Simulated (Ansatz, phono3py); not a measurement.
# Scattering channels in SrO (Fm-3m), one at a time, part 5 of 6

The second- and third-order constants of SrO come from an earlier supercell run; what does phono3py make of them?

Experimental results on record:
- thermal conductivity 12 W/m/K near room temperature (given in “Combining the AFLOW GIBBS and Elastic Libraries to efficiently and robustly screen thermo-mechanical properties of solids”, 2017, arXiv:1611.05714)
- thermal conductivity 12 W/m/K near room temperature (given in “Predicting the lattice thermal conductivity of solids by solving the Boltzmann transport equation: AFLOW - AAPL an automated, accurate and efficient framework”, 2017, arXiv:1611.05481)

Ansatz 0.2.0 and phono3py 4.10.0; DFT LDA, scalar-relativistic, plane waves, PAW; PAW set soft_1 (the session's first sound run).

So far, κ at 300 K (W/m/K): step 3 (relaxation-time solution) 17.4; step 15 (q-mesh of the transport sums 19×19×19, solver LBTE) 17.6; step 16 (solver RTA with coherences (SMM19)) 17.5; step 17 (delta function Gaussian, sigma 0.01 THz) 18.7; step 18 (delta function Gaussian, sigma 0.1 THz) 16.8.

The database entry behind the starting cell differs from later determinations by our own check (about 0.5 % short), so it need not match the best structure at ambient conditions.

**19. Two-phonon phase space, third order supercell 3×3×3, supercell 6×6×6**

Level of this step: DFT LDA, scalar-relativistic, plane waves, PAW; PAW set soft_1; phono3py on Ansatz's force constants (phono3py).

The two-phonon density of states counts the channels open to a mode, without matrix elements.

Input file phono3py.yaml:

```yaml
phono3py:
  version: "4.10.0"
  frequency_unit_conversion_factor: 15.633302
  symmetry_tolerance: 1.00000e-05

physical_unit:
  atomic_mass: "AMU"
  length: "angstrom"

space_group:
  type: "Fm-3m"
  number: 225
  Hall_symbol: "-F 4 2 3"

primitive_matrix:
- [  1.000000000000000,  0.000000000000000,  0.000000000000000 ]
- [  0.000000000000000,  1.000000000000000,  0.000000000000000 ]
- [  0.000000000000000,  0.000000000000000,  1.000000000000000 ]

supercell_matrix:
- [   3,   0,   0 ]
- [   0,   3,   0 ]
- [   0,   0,   3 ]

# [primitive_cell block left out]
unit_cell:
  lattice:
  - [     0.000000000000000,     2.532341022000000,     2.532341022000000 ] # a
  - [     2.532341022000000,     0.000000000000000,     2.532341022000000 ] # b
  - [     2.532341022000000,     2.532341022000000,     0.000000000000000 ] # c
  points:
  - symbol: Sr # 1
    coordinates: [  0.500000000000000,  0.500000000000000,  0.500000000000000 ]
    mass: 87.620000
    reduced_to: 1
  - symbol: O # 2
    coordinates: [  0.000000000000000,  0.000000000000000,  0.000000000000000 ]
    mass: 15.999000
    reduced_to: 2

# [supercell block left out]
phonon_supercell_matrix:
- [   6,   0,   0 ]
- [   0,   6,   0 ]
- [   0,   0,   6 ]

# [phonon_primitive_cell block left out]
# [phonon_supercell block left out]
nac:
  born_effective_charge:
  - # 1 (Sr)
    - [  2.473038633522776,  0.000000000000000,  0.000000000000000 ]
    - [  0.000000000000000,  2.473038633522776,  0.000000000000000 ]
    - [  0.000000000000000,  0.000000000000000,  2.473038633522776 ]
  - # 2 (O)
    - [ -2.473038633522776,  0.000000000000000,  0.000000000000000 ]
    - [  0.000000000000000, -2.473038633522776,  0.000000000000000 ]
    - [  0.000000000000000,  0.000000000000000, -2.473038633522776 ]
  dielectric_constant:
    - [  3.864138585864540,  0.000000000000000,  0.000000000000000 ]
    - [  0.000000000000000,  3.864138585864540,  0.000000000000000 ]
    - [  0.000000000000000,  0.000000000000000,  3.864138585864540 ]
  unit_conversion_factor: 14.399645
```

Launch:

```bash
$ phono3py phono3py.yaml --mesh 25 25 25 --jdos --gp 0 --num-freq-points 80
```

The program printed:

```text
[banner, memory and clock lines left out]
Rust backend (phonors) using rayon (8 threads).
Running in phono3py.load mode.
Spglib version 2.8.0
----------------------------- General settings -----------------------------
Run mode: jdos
HDF5 data compression filter: gzip
Crystal structure was read from "phono3py.yaml".
Supercell (dim): [3 3 3]
Phonon supercell (dim-fc2): [6 6 6]
Primitive matrix:
  [1. 0. 0.]
  [0. 1. 0.]
  [0. 0. 1.]
Spacegroup: Fm-3m (225)
Use -v option to watch primitive cell, unit cell, and supercell structures.
NAC parameters were read from "phono3py.yaml".
fc3 was read from "fc3.hdf5".
fc2 was read from "fc2.hdf5".
----------------------------- Force constants ------------------------------
Max drift of fc3: 0.00000400 (xxx) 0.00000400 (xxx) 0.00000400 (xxx)
Max drift of fc2: 0.00003000 (xx) 0.00003000 (xx)
--------------------------- Calculation settings ---------------------------
Non-analytical term correction (NAC): True
NAC unit conversion factor:  14.39964
BZ integration: Tetrahedron-method
Cutoff frequency: 0.01
Number of frequency sampling points: 80
Mesh sampling: [ 25 25 25 ]
Generating grid system ... [ 25 25 25 ]
  PRB 50, 13035(R) (1994), PRB 55, 10355 (1997)
  G-cutoff distance: 1.30, Number of G-points: 307, Lambda: 0.27
--------------------------------- Joint DOS ---------------------------------
Running harmonic phonon calculations...
======================= Grid point 0 (1/1) =======================
q-point: ( 0.00  0.00  0.00)
Number of triplets: 455
Frequency
   0.010
   0.010
   0.010
   6.462
   6.462
   6.462
Tetrahedron method is used.
Calculations at 80 frequency points are divided into 8 batches.
1/8: [ 1  2  3  4  5  6  7  8  9 10]
2/8: [11 12 13 14 15 16 17 18 19 20]
3/8: [21 22 23 24 25 26 27 28 29 30]
4/8: [31 32 33 34 35 36 37 38 39 40]
5/8: [41 42 43 44 45 46 47 48 49 50]
6/8: [51 52 53 54 55 56 57 58 59 60]
7/8: [61 62 63 64 65 66 67 68 69 70]
8/8: [71 72 73 74 75 76 77 78 79 80]
JDOS is written into "jdos-m252525-g0.dat".
```

Wall time 6 s (8 threads of AMD EPYC 7R43, shared host); peak memory 0.14 GiB.

The joint density of states at Gamma by frequency; read off at these points:

```
frequency (THz)  absorption class (1/THz)  decay class (1/THz)
            0.0                         0                    0
            0.4                      5.50               5.4e-4
            0.7                      2.80              0.00229
            1.4                      1.93               0.0143
            2.2                      7.30               0.0348
            3.2                      2.94               0.0919
            4.0                      5.01                0.156
            4.7                      6.73                0.254
            5.0                      6.75                0.323
            5.4                      2.09                0.412
            6.1                      1.45                0.700
            6.8                      1.11                 1.37
            7.6                     0.927                 1.74
            8.3                     0.844                 1.58
            9.4                     0.849                 2.13
           10.1                     0.575                 2.40
           10.8                     0.360                 1.99
           11.5                     0.219                 3.78
           12.2                     0.118                 3.48
           13.0                    0.0488                 2.27
           13.7                         0                 2.51
           14.8                         0                 2.62
           15.5                         0                 3.18
           16.2                         0                 3.95
           16.9                         0                 3.13
           17.7                         0                 1.04
           18.4                         0                 1.26
           19.1                         0                 1.16
           20.2                         0                 1.25
           20.9                         0                 1.59
           21.6                         0                0.594
           22.3                         0                0.105
           23.1                         0                0.115
           23.8                         0                0.125
           24.5                         0                0.136
           25.2                         0                0.147
           26.3                         0                 0.13
           27.0                         0               0.0897
           27.8                         0               0.0601
           28.5                         0                    0
```

Distinct peaks of the joint density of states at Gamma (absorption class) stand at 0.4, 2.2 and 5.0 THz; the one at 2.16 THz is strongest.

**20. Without the dipole term, third order supercell 3×3×3, supercell 6×6×6**

Dropping the dipole term tests how much its part of the interpolation matters for κ.

phono3py.yaml is that of step 19.

Launch:

```bash
$ phono3py phono3py.yaml --mesh 21 21 21 --br --isotope --nonac --ts 100 300 600
```

The program printed:

```text
Rust backend (phonors) using rayon (8 threads).
Running in phono3py.load mode.
Spglib version 2.8.0
----------------------------- General settings -----------------------------
Run mode: conductivity-RTA
HDF5 data compression filter: gzip
Crystal structure was read from "phono3py.yaml".
Supercell (dim): [3 3 3]
Phonon supercell (dim-fc2): [6 6 6]
Primitive matrix:
  [1. 0. 0.]
  [0. 1. 0.]
  [0. 0. 1.]
Spacegroup: Fm-3m (225)
Use -v option to watch primitive cell, unit cell, and supercell structures.
fc3 was read from "fc3.hdf5".
fc2 was read from "fc2.hdf5".
----------------------------- Force constants ------------------------------
Max drift of fc3: 0.00000400 (xxx) 0.00000400 (xxx) 0.00000400 (xxx)
Max drift of fc2: 0.00003000 (xx) 0.00003000 (xx)
--------------------------- Calculation settings ---------------------------
BZ integration: Tetrahedron-method
Temperature:  100.0  300.0  600.0
Cutoff frequency: 0.01
Mesh sampling: [ 21 21 21 ]
Generating grid system ... [ 21 21 21 ]
fc3-r2q-transformation over three atoms: True
========================== Warning ==========================
 Phonon frequency of band index 1 at Gamma is calculated to be 0.010187.
 But this frequency is forced to be zero.
=============================================================
========================== Warning ==========================
 Phonon frequency of band index 2 at Gamma is calculated to be 0.010187.
 But this frequency is forced to be zero.
=============================================================
========================== Warning ==========================
 Phonon frequency of band index 3 at Gamma is calculated to be 0.010187.
 But this frequency is forced to be zero.
=============================================================
--------------------------- Phonon calculations ----------------------------
Running harmonic phonon calculations...
-------------------- Lattice thermal conductivity (RTA) --------------------
Running heat capacity calculations...
Running velocity calculations...
Running isotope scattering calculations with tetrahedron method...
======================= Grid point 0 (1/286) =======================
q-point: ( 0.00  0.00  0.00)
Boundary mean free path (millimeter): 1000.000
Mass variance parameters: 6.10e-05 3.36e-05
Number of triplets: 286
Frequency     group velocity (x, y, z)     |gv|
   0.010   (   0.000    0.000    0.000)    0.000
   0.010   (   0.000    0.000    0.000)    0.000
   0.010   (   0.000    0.000    0.000)    0.000
   6.462   (   0.000    0.000    0.000)    0.000
   6.462   (   0.000    0.000    0.000)    0.000
   6.462   (   0.000    0.000    0.000)    0.000
======================= Grid point 1 (2/286) =======================
q-point: ( 0.05  0.00  0.00)
Boundary mean free path (millimeter): 1000.000
Mass variance parameters: 6.10e-05 3.36e-05
Number of triplets: 891
Frequency     group velocity (x, y, z)     |gv|
   0.600   ( -20.772   20.772   20.772)   35.978
   0.600   ( -20.772   20.772   20.772)   35.978
   0.947   ( -33.387   33.387   33.387)   57.827
   6.536   (  -4.973    4.973    4.973)    8.614
   6.536   (  -4.973    4.973    4.973)    8.614
   7.987   ( -92.855   92.855   92.855)  160.829
[283 grid points left out]
======================= Grid point 2458 (286/286) =======================
q-point: ( 0.71  0.48  0.24)
Boundary mean free path (millimeter): 1000.000
Mass variance parameters: 6.10e-05 3.36e-05
Number of triplets: 2431
Frequency     group velocity (x, y, z)     |gv|
   4.512   (  -0.000    0.562    9.609)    9.626
   5.027   (   0.000   16.902    2.076)   17.029
   5.240   (   0.000  -14.544   -9.321)   17.274
   8.384   (   0.000   16.734    1.554)   16.806
   8.550   (  -0.000  -15.428   -0.242)   15.430
   9.903   (   0.000    4.252  -10.786)   11.594
=================== End of collection of collisions ===================
----------- Thermal conductivity (W/m-k) with tetrahedron method -----------
#  T(K)        xx         yy         zz         yz         xz         xy
  100.0      73.636     73.636     73.636     -0.000     -0.000     -0.000
  300.0      17.243     17.243     17.243      0.000     -0.000     -0.000
  600.0       8.329      8.329      8.329      0.000     -0.000     -0.000

Thermal conductivity related properties were written into
"kappa-m212121.hdf5".
Summary of calculation was written in "phono3py.yaml".
```

The job ended after 65 s (8 threads; peak memory 0.13 GiB).

This step gave:

| Property | Result |
| --- | --- |
| κ at 300 K | 17.24 W/m/K |
| κ xx, yy, zz at 300 K | 17.24, 17.24, 17.24 W/m/K |

W/m/K. Kappa, by row:

| T (K) | xx | yy | zz | yz | xz | xy |
| --- | --- | --- | --- | --- | --- | --- |
| 100 | 73.64 | 73.64 | 73.64 | 0 | 0 | 0 |
| 300 | 17.24 | 17.24 | 17.24 | 0 | 0 | 0 |
| 600 | 8.329 | 8.329 | 8.329 | 0 | 0 | 0 |

κ at 300 K goes from 17.4 to 17.2 W/(m K). Only the interpolation between the solved wavevectors changes, and the fewer these are, the more it matters.

**21. A changed mass, third order supercell 3×3×3, supercell 6×6×6**

Changing one mass at fixed force constants separates the effect of mass from that of bonding.

phono3py.yaml is that of step 20.

Launch:

```bash
$ phono3py phono3py.yaml --mesh 21 21 21 --br --mass 87.620 12.799 --ts 100 300 600
```

The program printed:

```text
[banner, memory and clock lines left out]
Rust backend (phonors) using rayon (8 threads).
Running in phono3py.load mode.
Spglib version 2.8.0
----------------------------- General settings -----------------------------
Run mode: conductivity-RTA
HDF5 data compression filter: gzip
Crystal structure was read from "phono3py.yaml".
Supercell (dim): [3 3 3]
Phonon supercell (dim-fc2): [6 6 6]
Primitive matrix:
  [1. 0. 0.]
  [0. 1. 0.]
  [0. 0. 1.]
Spacegroup: Fm-3m (225)
Use -v option to watch primitive cell, unit cell, and supercell structures.
NAC parameters were read from "phono3py.yaml".
fc3 was read from "fc3.hdf5".
fc2 was read from "fc2.hdf5".
----------------------------- Force constants ------------------------------
Max drift of fc3: 0.00000400 (xxx) 0.00000400 (xxx) 0.00000400 (xxx)
Max drift of fc2: 0.00003000 (xx) 0.00003000 (xx)
--------------------------- Calculation settings ---------------------------
Non-analytical term correction (NAC): True
NAC unit conversion factor:  14.39964
BZ integration: Tetrahedron-method
Temperature:  100.0  300.0  600.0
Cutoff frequency: 0.01
Mesh sampling: [ 21 21 21 ]
Generating grid system ... [ 21 21 21 ]
fc3-r2q-transformation over three atoms: True
========================== Warning ==========================
 Phonon frequency of band index 1 at Gamma is calculated to be 0.010348.
 But this frequency is forced to be zero.
========================== Warning ==========================
 Phonon frequency of band index 2 at Gamma is calculated to be 0.010348.
 But this frequency is forced to be zero.
========================== Warning ==========================
 Phonon frequency of band index 3 at Gamma is calculated to be 0.010348.
 But this frequency is forced to be zero.
--------------------------- Phonon calculations ----------------------------
  PRB 50, 13035(R) (1994), PRB 55, 10355 (1997)
  G-cutoff distance: 1.30, Number of G-points: 307, Lambda: 0.27
Running harmonic phonon calculations...
-------------------- Lattice thermal conductivity (RTA) --------------------
Running heat capacity calculations...
Running velocity calculations...
======================= Grid point 0 (1/286) =======================
q-point: ( 0.00  0.00  0.00)
Boundary mean free path (millimeter): 1000.000
Number of triplets: 286
Frequency     group velocity (x, y, z)     |gv|
   0.010   (   0.000    0.000    0.000)    0.000
   0.010   (   0.000    0.000    0.000)    0.000
   0.010   (   0.000    0.000    0.000)    0.000
   7.113   (   0.000    0.000    0.000)    0.000
   7.113   (   0.000    0.000    0.000)    0.000
   7.113   (   0.000    0.000    0.000)    0.000
======================= Grid point 1 (2/286) =======================
q-point: ( 0.05  0.00  0.00)
Boundary mean free path (millimeter): 1000.000
Number of triplets: 891
Frequency     group velocity (x, y, z)     |gv|
   0.597   ( -20.776   20.776   20.776)   35.985
   0.597   ( -20.776   20.776   20.776)   35.985
   0.967   ( -34.058   34.058   34.058)   58.990
   7.173   (  -4.282    4.282    4.282)    7.416
   7.173   (  -4.282    4.282    4.282)    7.416
  15.586   (   1.425   -1.425   -1.425)    2.469
[283 grid points left out]
======================= Grid point 2458 (286/286) =======================
q-point: ( 0.71  0.48  0.24)
Boundary mean free path (millimeter): 1000.000
Number of triplets: 2431
Frequency     group velocity (x, y, z)     |gv|
   4.489   (   0.000    0.252    9.586)    9.589
   5.052   (  -0.000   16.147    1.905)   16.259
   5.253   (   0.000  -13.596   -8.961)   16.283
   9.429   (  -0.000   18.468    1.116)   18.502
   9.579   (   0.000  -15.884    4.442)   16.493
  11.023   (  -0.000    4.304  -15.617)   16.199
=================== End of collection of collisions ===================
----------- Thermal conductivity (W/m-k) with tetrahedron method -----------
#  T(K)        xx         yy         zz         yz         xz         xy
  100.0      89.410     89.410     89.410      0.000      0.000     -0.000
  300.0      19.496     19.496     19.496      0.000      0.000     -0.000
  600.0       9.280      9.280      9.280      0.000      0.000     -0.000

Thermal conductivity related properties were written into
"kappa-m212121.hdf5".
Summary of calculation was written in "phono3py.yaml".
```

Elapsed: 51 s, on 8 threads; peak memory 0.13 GiB.

Numbers from this step:

* κ at 300 K: 19.5 W/m/K
* κ xx, yy, zz at 300 K: 19.5, 19.5, 19.5 W/m/K

W/m/K. Kappa, by row:

```
T (K)     xx     yy     zz  yz  xz  xy
  100  89.41  89.41  89.41   0   0   0
  300   19.5   19.5   19.5   0   0   0
  600   9.28   9.28   9.28   0   0   0
```

Without isotope scattering in either run, κ at 300 K goes from 17.5 to 19.5 W/(m K).

[end of part 5 of 6]

[Logs are printed without paths, hosts, clocks, repeated set-up lines and the standing remarks that a program may print on its own settings, such as how far it seeks lower states.]

[Hosts, paths, dates, database ids (printed as entryN), source tags and the programs' standing remarks are cut or masked in the printed files.]

[A step with changed settings may run another functional than the one named; its input shows which.]
